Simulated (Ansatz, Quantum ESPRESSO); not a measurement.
# BaHF (P-6m2): Raman and infrared activity, part 4 of 4

Aim: Raman and infrared lines of BaHF (P-6m2).

Quantum ESPRESSO 8.0 development, patched; DFT LDA, scalar-relativistic, plane waves, PseudoDojo norm-conserving pseudopotentials.

So far, highest mode moved by the LO-TO term (cm⁻¹): step 9 (modes along a direction of q (1 0 0)) 657; step 10 (q direction 0×0×1) 708; step 11 (q direction 1×1×1) 677.

The structure was built from a prototype and need not be the compound's stable phase.

## Step 12: The same in Ansatz (continued)

Level of this step: DFT LDA, scalar-relativistic, plane waves, norm-conserving pseudopotentials of its library (PseudoDojo's, some remade) (Ansatz).

Transverse modes. Lines of the infrared spectrum (strongest = 100):

```
position (cm⁻¹)  label  IR intensity ((D/Å)²/amu), degenerate modes summed, relative
             72   A2''                                                           9.2
            284     E'                                                           100
            427     E'                                                            63
            465   A2''                                                            64
```

Activity x (w_L - w)^4 (n + 1)/w, 532 nm, 300 K. Raman lines, with heights relative to the strongest:

```
position (cm⁻¹)  label  Stokes intensity, strongest 100
             72   A2''                              0.0
            284     E'                               21
            427     E'                              100
            465   A2''                              0.0
```

The log warns that the force constants on this k mesh are to be taken as unconverged.

## Step 13: The two compared: QE PseudoDojo and Ansatz, library NC

Numbers from this step:

- root-mean-square difference: 10.93 cm⁻¹
- largest difference: 14.11 cm⁻¹

Frequencies side by side, by row:

```
q (reciprocal lattice)  mode  QE PseudoDojo (cm⁻¹)  Ansatz, library NC (cm⁻¹)
                 0 0 0     1                     0                          0
                 0 0 0     2                     0                          0
                 0 0 0     3                     0                          0
                 0 0 0     4                 62.98                      72.37
                 0 0 0     5                 297.9                      283.8
                 0 0 0     6                 297.9                      283.8
                 0 0 0     7                 432.4                      426.9
                 0 0 0     8                 432.4                      426.9
                 0 0 0     9                 477.8                      464.8
```

The two runs side by side. Further quantities:

```
                                                                               quantity  QE PseudoDojo  Ansatz, library NC
                                                                                mean ε∞          3.488               3.482
largest Born charge in size (e; the first before, the second after the charge sum rule)           2.54               2.553
                                                       summed IR intensity ((D/Å)²/amu)          86.41               86.58
                                                         summed Raman activity (Å⁴/amu)          442.3               382.3
```

At the zone centre the largest difference (acoustic modes at Γ apart) is 3 % of the highest mode, but 5 % of the mode at 298 cm⁻¹ on which it sits; the summed Raman activity differs by 16 %.

## Step 14: What came out

```
space group after relaxation                                           : P-6m2
volume per atom                                                        : 19.8 Å³
gap on the k-mesh                                                      : 2.42 eV
highest optical zone-centre mode (no LO-TO term)                       : 477.8 cm⁻¹
lowest optical zone-centre mode                                        : 63.0 cm⁻¹
highest mode moved by the LO-TO term                                   : 708.3 cm⁻¹
mean high-frequency dielectric constant                                : 3.49
largest Born charge in size (third of the trace)                       : 2.54 e
mean static dielectric constant                                        : 21.1
imaginary optical modes at the zone centre (no q mesh in this session) : none
largest difference from Ansatz, library NC                             : 14.1 cm⁻¹
```

What this shows: The largest Raman activity of BaHF (P-6m2) lies at 432 cm⁻¹ and the strongest infrared line at 298 cm⁻¹ (transverse modes). At the LDA level the optical modes of BaHF (P-6m2) at the zone centre (no LO-TO term) run from 63 to 478 cm⁻¹. The relaxation gained more than 0.3 eV an atom, so the start was far from this structure and its bonding may have changed. Along the directions run, the highest mode that the macroscopic field moves lies at 708 cm⁻¹. Lattice motion raises the mean dielectric constant from 3.488 to 21.07. Of the 6 optical modes, 2 are infrared active alone and 4 are both infrared and Raman active. QE PseudoDojo and Ansatz, library NC differ by 10.9 cm⁻¹ in the root mean square and by 14.1 cm⁻¹ at most, 3.0 % of the highest mode compared (acoustic modes at Γ left out); the two use different potentials, and the cell was not relaxed for the second set. These are harmonic frequencies at zero temperature: anharmonic shifts and linewidths and thermal expansion are left out. Spin-orbit coupling is left out, which can matter for the heavy elements here. The total energies of the two programs lie far apart, so at least one potential file in Ansatz's library differs from the published one read by the first program. Ansatz's log warns that force constants on this k mesh are to be taken as unconverged, an error that the frequencies of both programs share. The build is a development version in which the Raman tensors of release 7.5 are mended; dynmat.x leaves out the electro-optic term of LO lines. The structure is a hypothetical one, built on a prototype.

[Host names and launcher messages were left out of these logs when they were recorded.]

[Logs are printed without paths, hosts, clocks, repeated set-up lines and the standing remarks that a program may print on its own settings, such as how far it seeks lower states.]

[Hosts, paths, dates, database ids (printed as entryN), source tags and the programs' standing remarks are cut or masked in the printed files.]
